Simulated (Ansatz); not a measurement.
# Direct or indirect: HfSiO4 (I4_1/amd)

```
CELL_PARAMETERS angstrom
-3.28625 3.28625 2.98160
3.28625 -3.28625 2.98160
3.28625 3.28625 -2.98160
ATOMIC_POSITIONS crystal
Hf 0.00000 0.00000 0.00000
Hf 0.75000 0.25000 0.50000
Si 0.50000 0.50000 0.00000
Si 0.25000 0.75000 0.50000
O 0.68020 0.49570 0.81550
O 0.24570 0.93020 0.31550
O 0.68020 0.86470 0.18450
O 0.61470 0.93020 0.68450
O 0.06980 0.38530 0.31550
O 0.50430 0.31980 0.18450
O 0.06980 0.75430 0.68450
O 0.13530 0.31980 0.81550
```

Method: Ansatz, PBE, independent particles, without spin-orbit coupling, line width 0.1 eV (Gaussian). The band structure gives a fundamental gap of 5.45 eV. The spectrum of vertical transitions near the edge:

| E (eV) | Im ε, E ∥ xy | Im ε, E ∥ z |
| --- | --- | --- |
| 4.98 | 0.00 | 0.00 |
| 5.10 | 0.00 | 0.00 |
| 5.22 | 0.00 | 0.00 |
| 5.34 | 0.00 | 0.00 |
| 5.46 | 0.00 | 0.00 |
| 5.58 | 0.00 | 0.00 |
| 5.70 | 0.09 | 0.02 |
| 5.82 | 1.06 | 0.28 |
| 5.94 | 3.35 | 0.91 |
| 6.06 | 4.81 | 1.77 |
| 6.18 | 4.60 | 2.21 |
| 6.30 | 4.07 | 2.23 |
| 6.42 | 4.07 | 2.19 |
| 6.54 | 4.07 | 2.48 |
| 6.66 | 3.00 | 2.39 |
| 6.78 | 2.48 | 3.01 |
| 6.90 | 2.38 | 4.03 |
| 7.02 | 2.58 | 4.64 |

Question: Is the gap direct or indirect, and about where do vertical transitions set in?

Answer: Indirect, by the band path, whose least direct gap is 5.83 eV. The curves fit this: they stay near zero above 5.45 eV and rise only from about 5.8 eV, though a forbidden direct transition would look alike. Lines are broadened by 0.1 eV, which spreads the edge, and phonons, which would give weak absorption from the fundamental gap up, are left out.

[Logs are printed without paths, hosts, clocks, repeated set-up lines and the standing remarks that a program may print on its own settings, such as how far it seeks lower states.]
